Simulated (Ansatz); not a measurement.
## Decaying states in the gap of CaMg3S4

Wanted: the relaxed cell of CaMg3S4, its band edges and its decay constants. It is built by putting Mg for Sr in the Sr3CaS4 structure of space group Cmmm, with the volume rescaled by atomic radii. The parent structure comes from the Materials Project.

Method: LDA DFT, plane waves, PAW files, in the first sound run; inputs show where later runs differ, in Ansatz 0.2.0.

The structure was built from a prototype and need not be the compound's stable phase.

### 1. Starting point

It takes space group Cmmm (No. 65, orthorhombic). The conventional cell has a = 7.671 Å, b = 10.845 Å, c = 3.835 Å, α = 90.00°, β = 90.00°, γ = 90.00°. Nearest to Mg lie 6 S at 2.71 Å. Mg has 6 S at 2.76 Å nearest. Ca has 6 S at 2.66 Å nearest. Nearest to S lie 1 Ca at 2.66 Å and 5 Mg at 2.71 to 2.76 Å. Nearest to S lie 2 Ca at 2.66 Å and 4 Mg at 2.71 to 2.76 Å. It derives from Sr3CaS4. Mg for Sr in the Sr3CaS4 structure of space group Cmmm. Farther neighbours and most contacts between anions are not listed.

### 2. Relaxing the new crystal

The substituted atoms don't fit the parent's cell, so cell and atoms relax together. A small smearing keeps the run stable in case the gap closes on the way.

File input.yaml:

```yaml
crystal:
  lattice:
    - [3.8353574714, -5.4225512728, 0.0]
    - [3.8353574714, 5.4225512728, 0.0]
    - [0.0, 0.0, 3.8350527878]
  atoms:
    - { symbol: Mg, position: [0.0, 0.5, 0.5] }
    - { symbol: Mg, position: [0.5, 0.0, 0.5] }
    - { symbol: Mg, position: [0.5, 0.5, 0.0] }
    - { symbol: Ca, position: [0.0, 0.0, 0.0] }
    - { symbol: S, position: [0.2455512, 0.7544488, 0.0] }
    - { symbol: S, position: [0.7544488, 0.2455512, 0.0] }
    - { symbol: S, position: [0.75876539, 0.75876539, 0.5] }
    - { symbol: S, position: [0.24123461, 0.24123461, 0.5] }
kpoints:
  mp_grid: { grid: [4, 4, 6] }
scf:
  occupations: { method: gaussian, width: 0.03 }
hamiltonian:
  xc: lda
output:
  forces: true
  stress: true
relax:
  f_tol: 0.02
  max_steps: 60
  cell: {}
```

Started as:

```bash
ansatz run input.yaml --threads 2 --pin off --max-ram 4096MiB --backend cpu --events-out ev --progress --plain --runs-dir out
```

Numbers of over 12 decimals in the logs are rounded to 6 here.

Log:

```text
Engine: ansatz 0.2.0, x86_64-unknown-linux-gnu
Pseudopotentials: kind: paw
Pseudopotential: Mg, paw, valence charge 10, recommended cutoff 420 eV (normal), Mg.paw.azcp
Pseudopotential: Ca, paw, valence charge 10, recommended cutoff 420 eV (normal), Ca.paw.azcp
Pseudopotential: S, paw, valence charge 6, recommended cutoff 420 eV (normal), S.paw.azcp
Functional definition: SPW92
  exchange = slater_x
  correlation = pw_c
Crystal: 8 atoms, lattice volume = 159.518 Å³
Basis set: ecut = 420 eV, 3095 PW (Γ)
Bands: 40, of which v1, the nominal top of the filled ones, is band 32 counted from 1 (31 counted from 0)
Symmetry: 8 space group operations
Space group: Cmmm (ITA 65), of the structure as read, at distance tolerance 5.4e-5 Å
k-points: 28 of 96
Non-local potential: Mg, projectors of the file, l = 0: 3, l = 1: 2, l = 2: 1
Non-local potential: Ca, projectors of the file, l = 0: 3, l = 1: 2, l = 2: 2
Non-local potential: S, projectors of the file, l = 0: 2, l = 1: 2, l = 2: 2
PAW form: soft (Blöchl's): semilocal exchange-correlation on the pseudo side does not see the compensation charge
PAW frozen core: Mg, regenerated for the run's functional, and the local potential with it (the file was generated under x = pbe(κ = 0.804, μ = 0.219515), c = pbe(β = 0.066725))
PAW frozen core: Ca, regenerated for the run's functional, and the local potential with it (the file was generated under x = pbe(κ = 0.804, μ = 0.219515), c = pbe(β = 0.066725))
PAW frozen core: S, regenerated for the run's functional, and the local potential with it (the file was generated under x = pbe(κ = 0.804, μ = 0.219515), c = pbe(β = 0.066725))
PAW one-centre angular grid: Mg, 110 points (default); XC on 64 Gauss nodes
PAW one-centre angular grid: Ca, 110 points (default); XC on 64 Gauss nodes
PAW one-centre angular grid: S, 110 points (default); XC on 64 Gauss nodes
Initial density: superposition of atomic densities (neutral atoms: chi_scale 0, normalization atom), corrected by the library's trained network
Initial wavefunctions: pseudopotential atomic-orbital guess
Functional: x = slater, c = lda
SCF iter   1: F=—  HF=-10968.316470 eV  |F-HF|=—  |Δ(HF+E_count)|=         —  Δρ=6.19e-3  dr2=4.65e-2  ethr=1.77e-3  ⟨swp⟩=9.5  Hψ=5490  notcnv=0  defer=3
preconditioner: auto → Resta (q_TF=auto, 2.343 Å⁻¹)  ε∞=4.3  [insulator: Δε(μ)=2.112 eV  Ē_g=9.106 eV  σ=0.030 eV  W_gap=1.00  n_scr=36 (ndim 8)  ℏωp=16.6 eV  f_vac=0.000  D(μ)=0.00/eV (n_scr^D=0)  ε∞_Penn≈4.3]
SCF iter   2: F=—  HF=-10968.298529 eV  |F-HF|=—  |Δ(HF+E_count)|=   1.79e-2  Δρ=3.03e-3  dr2=1.23e-2  ethr=7.26e-5  ⟨swp⟩=2.1  Hψ=2224  notcnv=0  defer=73
SCF iter   3: F=—  HF=-10968.294433 eV  |F-HF|=—  |Δ(HF+E_count)|=   4.10e-3  Δρ=6.52e-4  dr2=5.89e-4  ethr=1.93e-5  ⟨swp⟩=2.6  Hψ=1834  notcnv=0  defer=73
SCF iter   4: F=—  HF=-10968.294299 eV  |F-HF|=—  |Δ(HF+E_count)|=   1.34e-4  Δρ=1.18e-4  dr2=3.37e-5  ethr=9.20e-7  ⟨swp⟩=2.1  Hψ=1292  notcnv=0  defer=73
SCF iter   5: F=—  HF=-10968.294292 eV  |F-HF|=—  |Δ(HF+E_count)|=   6.48e-6  Δρ=3.57e-5  dr2=2.10e-6  ethr=5.26e-8  ⟨swp⟩=2.0  Hψ=1397  notcnv=0  defer=73
SCF iter   6: F=-10968.294292 eV  HF=-10968.294292 eV  |F-HF|=2.43e-8  |Δ(HF+E_count)|=   1.87e-7  Δρ=5.33e-6  dr2=6.56e-8  ethr=1.56e-10  ⟨swp⟩=3.9  Hψ=4693  notcnv=0
SCF 1 converged in 6 iterations: F = -10968.294292 eV  dr2 = 6.56e-8
  greatest PAW one-centre occupation: 1.000 electrons in one spin orbital (limit 2), on the Mg atom at site 1 (counted from 0), in its partial waves of l = 0
relax step   1: F+E_penalty+E_count = -10968.29429205 eV  Δ(F+E_penalty+E_count) = +0.000e0 eV  max|allowed force component| = 1.517e0 eV/Å  Δτ_max = 0.0000 Å  P = -5.415 GPa  Ω = 159.518 Å³  (6 SCF iters, dr2 threshold 1.00e-7 eV, accepted)
Crystal: 8 atoms, lattice volume = 147.891 Å³
Basis set: ecut = 420 eV, 2893 PW (Γ)
Initial density: handed on by an earlier stage of this run
Initial wavefunctions: those handed on with the density
iter 1 solved again at ethr=7.86e-5 eV; its pass at ethr=3.10e-3 eV (dr2=5.03e-2 eV) is discarded
SCF iter   1: F=—  HF=-10969.009851 eV  |F-HF|=—  |Δ(HF+E_count)|=         —  Δρ=4.86e-3  dr2=5.04e-2  ethr=7.86e-5  ⟨swp⟩=2.0  Hψ=5982  notcnv=0
preconditioner: auto → Resta (q_TF=auto, 2.373 Å⁻¹)  ε∞=4.3  [insulator: Δε(μ)=2.299 eV  Ē_g=9.476 eV  σ=0.030 eV  W_gap=1.00  n_scr=30 (ndim 8)  ℏωp=17.3 eV  f_vac=0.000  D(μ)=0.00/eV (n_scr^D=0)  ε∞_Penn≈4.3]
SCF iter   2: F=—  HF=-10968.997922 eV  |F-HF|=—  |Δ(HF+E_count)|=   1.19e-2  Δρ=2.68e-3  dr2=1.34e-2  ethr=7.86e-5  ⟨swp⟩=3.0  Hψ=1596  notcnv=0
SCF iter   3: F=—  HF=-10968.994169 eV  |F-HF|=—  |Δ(HF+E_count)|=   3.75e-3  Δρ=4.39e-4  dr2=4.39e-4  ethr=2.10e-5  ⟨swp⟩=2.9  Hψ=1674  notcnv=0
SCF iter   4: F=—  HF=-10968.994068 eV  |F-HF|=—  |Δ(HF+E_count)|=   1.01e-4  Δρ=1.19e-4  dr2=2.47e-5  ethr=6.86e-7  ⟨swp⟩=2.1  Hψ=1432  notcnv=0
SCF iter   5: F=-10968.994065 eV  HF=-10968.994065 eV  |F-HF|=2.80e-7  |Δ(HF+E_count)|=   2.98e-6  Δρ=1.80e-5  dr2=5.36e-7  ethr=1.25e-9  ⟨swp⟩=3.8  Hψ=4734  notcnv=0
SCF 2 converged in 5 iterations: F = -10968.994065 eV  dr2 = 5.36e-7
  greatest PAW one-centre occupation: 1.000 electrons in one spin orbital (limit 2), on the Mg atom at site 2 (counted from 0), in its partial waves of l = 0
relax step   2: F+E_penalty+E_count = -10968.99406484 eV  Δ(F+E_penalty+E_count) = -6.998e-1 eV  max|allowed force component| = 2.324e-1 eV/Å  Δτ_max = 0.1951 Å  P = -1.802 GPa  Ω = 147.891 Å³  energy of the carried Pulay correction = +5.486e-4 eV  (5 SCF iters, dr2 threshold 8.00e-7 eV, accepted)
Crystal: 8 atoms, lattice volume = 143.605 Å³
Basis set: ecut = 420 eV, 2817 PW (Γ)
iter 1 solved again at ethr=2.08e-5 eV; its pass at ethr=3.10e-3 eV (dr2=1.33e-2 eV) is discarded
SCF iter   1: F=—  HF=-10969.024782 eV  |F-HF|=—  |Δ(HF+E_count)|=         —  Δρ=1.46e-3  dr2=1.33e-2  ethr=2.08e-5  ⟨swp⟩=1.9  Hψ=5423  notcnv=0
preconditioner: auto → Resta (q_TF=auto, 2.384 Å⁻¹)  ε∞=4.4  [insulator: Δε(μ)=2.371 eV  Ē_g=9.553 eV  σ=0.030 eV  W_gap=1.00  n_scr=30 (ndim 8)  ℏωp=17.5 eV  f_vac=0.000  D(μ)=0.00/eV (n_scr^D=0)  ε∞_Penn≈4.4]
SCF iter   2: F=—  HF=-10969.021607 eV  |F-HF|=—  |Δ(HF+E_count)|=   3.17e-3  Δρ=6.91e-4  dr2=2.08e-3  ethr=2.08e-5  ⟨swp⟩=2.8  Hψ=1629  notcnv=0
SCF iter   3: F=—  HF=-10969.020999 eV  |F-HF|=—  |Δ(HF+E_count)|=   6.08e-4  Δρ=2.37e-4  dr2=1.25e-4  ethr=3.25e-6  ⟨swp⟩=2.0  Hψ=1600  notcnv=0
SCF iter   4: F=—  HF=-10969.020966 eV  |F-HF|=—  |Δ(HF+E_count)|=   3.35e-5  Δρ=3.69e-5  dr2=3.18e-6  ethr=1.95e-7  ⟨swp⟩=2.0  Hψ=1479  notcnv=0
SCF iter   5: F=-10969.020965 eV  HF=-10969.020965 eV  |F-HF|=6.27e-8  |Δ(HF+E_count)|=   3.90e-7  Δρ=9.94e-6  dr2=1.59e-7  ethr=1.25e-9  ⟨swp⟩=4.4  Hψ=3609  notcnv=0
SCF 3 converged in 5 iterations: F = -10969.020965 eV  dr2 = 1.59e-7
relax step   3: F+E_penalty+E_count = -10969.02096509 eV  Δ(F+E_penalty+E_count) = -2.690e-2 eV  max|allowed force component| = 5.529e-3 eV/Å  Δτ_max = 0.0204 Å  P = +0.429 GPa  Ω = 143.605 Å³  energy of the carried Pulay correction = +7.614e-4 eV  (5 SCF iters, dr2 threshold 8.00e-7 eV, accepted)
[...]
relax step   4: F+E_penalty+E_count = -10969.02211555 eV  Δ(F+E_penalty+E_count) = -1.150e-3 eV  max|allowed force component| = 2.873e-3 eV/Å  Δτ_max = 0.0008 Å  P = -0.001 GPa  Ω = 144.390 Å³  energy of the carried Pulay correction = +7.220e-4 eV  (4 SCF iters, dr2 threshold 8.00e-7 eV, accepted)
Initial wavefunctions: pseudopotential atomic-orbital guess (no wavefunctions were taken with the density)
iter 1 solved again at ethr=1.79e-7 eV; its pass at ethr=3.10e-3 eV (dr2=1.15e-4 eV) is discarded
SCF iter   1: F=—  HF=-10969.021389 eV  |F-HF|=—  |Δ(HF+E_count)|=         —  Δρ=5.66e-5  dr2=5.62e-7  ethr=1.79e-7  ⟨swp⟩=3.1  Hψ=8477  notcnv=0
preconditioner: auto → Resta (q_TF=auto, 2.382 Å⁻¹)  ε∞=4.3  [insulator: Δε(μ)=2.335 eV  Ē_g=9.558 eV  σ=0.030 eV  W_gap=1.00  n_scr=30 (ndim 8)  ℏωp=17.5 eV  f_vac=0.000  D(μ)=0.00/eV (n_scr^D=0)  ε∞_Penn≈4.3]
SCF iter   2: F=—  HF=-10969.021388 eV  |F-HF|=—  |Δ(HF+E_count)|=   1.09e-6  Δρ=2.94e-5  dr2=1.56e-7  ethr=8.79e-10  ⟨swp⟩=2.0  Hψ=1562  notcnv=0
SCF iter   3: F=—  HF=-10969.021388 eV  |F-HF|=—  |Δ(HF+E_count)|=   1.68e-7  Δρ=1.46e-6  dr2=2.68e-9  ethr=2.44e-10  ⟨swp⟩=2.0  Hψ=1149  notcnv=0
SCF iter   4: F=—  HF=-10969.021388 eV  |F-HF|=—  |Δ(HF+E_count)|=  3.82e-10  Δρ=4.26e-7  dr2=3.47e-10  ethr=4.19e-12  ⟨swp⟩=2.3  Hψ=1707  notcnv=0
SCF iter   5: F=-10969.021388 eV  HF=-10969.021388 eV  |F-HF|=9.09e-12  |Δ(HF+E_count)|=  5.64e-11  Δρ=1.13e-7  dr2=2.00e-11  ethr=1.00e-12  ⟨swp⟩=4.0  Hψ=3570  notcnv=0
SCF 5 converged in 5 iterations: F = -10969.021388 eV  dr2 = 2.00e-11
relax step   5: F+E_penalty+E_count = -10969.02138788 eV  Δ(F+E_penalty+E_count) = +7.277e-4 eV  max|allowed force component| = 2.969e-3 eV/Å  Δτ_max = 0.0000 Å  P = -0.000 GPa  Ω = 144.390 Å³  stress off target by 2.00e-2 GPa  SCF on the basis re-selected at this cell (its energy is not comparable with the rows above)  (5 SCF iters)
basis re-selected at this cell: Δ(F+E_penalty+E_count) = +7.277e-4 eV, ΔP = +0.001 GPa vs the last step (what re-selecting the basis moved, of the pressure what is left beyond the Pulay correction that the steps carried, after the strain that the cell walked since its last selection, with what the two solves' SCF thresholds leave and, on support functions, any second-order correction that the steps lacked; it is no measure of the basis error at this ecutwfc). The dense FFT grid was sized anew with the basis: this SCF ran on 45×45×25 points, the steps before it on 45×45×27, so part of this shift can come from that change (see relax.cell in the input reference). [rest of the remark cut]
SCF converged after 5 iterations
Free energy (F): -10969.021388 eV
Harris-Foulkes:  -10969.021388 eV  (|F-HF|=9.09e-12)
Internal energy: -10969.021388 eV  (E = F + TS)
E sigma→0 (E₀):  -10969.021388 eV
Fermi energy:    7.838167 eV
--- Per-component energies (eV) ---
  E_band       = -1102.359447
  E_kinetic    = 948.416636
  E_local      = -5763.627312  (includes V_loc(G=0)·N_el)
  E_nonlocal   = 472.331504
  E_hartree    = 2030.119074
  E_xc         = -614.830070
  E_vxc        = -643.926187  (∫ρ·V_xc dr)
  E_paw        = -3906.425564  (= ΣΔE_a)
  E_vpaw       = -175.792409  (= ΣTr[D̂ρ^β])
  E_aug_tail   = -0.000001  (compensation charges beyond the density's cutoff)
  E_ewald      = -4136.353050
  E_core_change = 1.347394  (= ΣΔE_core)
  E_smearing   = -0.000000  (= −TS)
  E_closure    = 0.000000  (closes the sum)
  Σ components = -10969.021388   (vs F -10969.021388, Δ=0.00e0)
--- Forces (eV/Å), atoms counted from 1 ---
  atom   1  Mg    -0.00000000     0.00000000     0.00000000
  atom   2  Mg     0.00000000     0.00000000     0.00000000
  atom   3  Mg     0.00000000     0.00000000     0.00000000
  atom   4  Ca    -0.00000000    -0.00000000     0.00000000
  atom   5  S      0.00000000    -0.00296944     0.00000000
  atom   6  S      0.00000000     0.00296944     0.00000000
  atom   7  S     -0.00159676     0.00000000    -0.00000000
  atom   8  S      0.00159676    -0.00000000     0.00000000
  max |Σ_I F_I| component: 2.17e-19 eV/Å
--- Stress (GPa, compression-positive) ---
        0.001003      -0.000000       0.000000
       -0.000000      -0.020025       0.000000
        0.000000       0.000000       0.018626
  P = ⅓ Tr σ = -0.0001 GPa (-0.001 kbar)
--- Relaxed structure (4 steps of the walk, 4 accepted, 1 SCFs on fresh bases) ---
  F+E_penalty+E_count = -10969.02138788 eV   max|allowed force component| = 2.969e-3 eV/Å   (the final SCF, on the basis selected at the relaxed cell)
  cell:  # Å, volume = 144.3901 Å³
    - [3.710236, -5.241977, 1.3775606313970857e-17]
    - [3.710236, 5.241977, 1.3775606313970857e-17]
    - [1.3774511969739521e-17, 0, 3.712025]
  atoms:
    - { symbol: Mg, position: [2.6827433097814978e-17, 0.5, 0.500000] }
    - { symbol: Mg, position: [0.5, 2.6827433097814978e-17, 0.500000] }
    - { symbol: Mg, position: [0.5, 0.5, 0.0] }
    - { symbol: Ca, position: [0, 0, 0] }
    - { symbol: S, position: [0.257539, 0.742461, 0.0] }
    - { symbol: S, position: [0.742461, 0.257539, 0.0] }
    - { symbol: S, position: [0.736112, 0.736112, 0.500000] }
    - { symbol: S, position: [0.263888, 0.263888, 0.500000] }
```

Run time: 10 s. Hardware: 2 threads of Intel Xeon 6975P-C (Granite Rapids), shared host; peak memory 0.54 GiB; 19 s of CPU time.

Relaxation path:

| step | energy less that of the first step (eV) | largest force component (eV/Å) | pressure (GPa) | volume (Å³) |
| --- | --- | --- | --- | --- |
| 1 | 0.0000 | 1.5173 | -5.42 | 159.52 |
| 2 | -0.6998 | 0.2324 | -1.80 | 147.89 |
| 3 | -0.7267 | 0.0055 | 0.43 | 143.61 |
| 4 | -0.7278 | 0.0029 | 0.00 | 144.39 |
| 5* | -0.7271 | 0.0030 | 0.00 | 144.39 |

Relaxation steps marked * repeat the geometry before them on a plane-wave basis chosen anew for their cell, so energy and pressure can jump there.

Forces are held to the 8 operations that the run works with; a distortion that breaks them can't arise in this run.

| conventional cell, symmetrised | before | after | change |
| --- | --- | --- | --- |
| a (Å) | 7.671 | 7.420 | -3.3 % |
| b (Å) | 10.845 | 10.484 | -3.3 % |
| c (Å) | 3.835 | 3.712 | -3.2 % |
| volume (Å³/atom) | 19.94 | 18.05 | -9.5 % |

The atoms that moved most (Å, as changes of fractional coordinates times the final cell):

| atom | dx | dy | dz | length |
| --- | --- | --- | --- | --- |
| S7 | -0.168 | 0.000 | 0.000 | 0.168 |
| S8 | 0.168 | 0.000 | 0.000 | 0.168 |
| S5 | 0.000 | -0.126 | 0.000 | 0.126 |
| S6 | 0.000 | 0.126 | 0.000 | 0.126 |

The relaxed structure:

```cif
data_structure
_symmetry_space_group_name_H-M 'P 1'
_symmetry_Int_Tables_number 1
_cell_length_a 6.4222
_cell_length_b 6.4222
_cell_length_c 3.7120
_cell_angle_alpha 90.000
_cell_angle_beta 90.000
_cell_angle_gamma 109.419
_cell_volume 144.39
loop_
_atom_site_label
_atom_site_type_symbol
_atom_site_fract_x
_atom_site_fract_y
_atom_site_fract_z
_atom_site_occupancy
Mg1 Mg 0.00000 0.50000 0.50000 1
Mg2 Mg 0.50000 0.00000 0.50000 1
Mg3 Mg 0.50000 0.50000 0.00000 1
Ca4 Ca 0.00000 0.00000 0.00000 1
S5 S 0.25754 0.74246 0.00000 1
S6 S 0.74246 0.25754 0.00000 1
S7 S 0.73611 0.73611 0.50000 1
S8 S 0.26389 0.26389 0.50000 1
```

Numbers from this step:

```yaml
free_energy: -10969.0214 eV
fermi_energy: 7.838 eV
pressure: -1.32e-4 GPa
```

The largest force component on a free atom ends at 0.0030 eV/Å.

(Part 1 of 3 ends here.)

[Logs are printed without paths, hosts, clocks, repeated set-up lines and the standing remarks that a program may print on its own settings, such as how far it seeks lower states.]

[Hosts, paths, dates, database ids (printed as entryN), source tags and the programs' standing remarks are cut or masked in the printed files.]
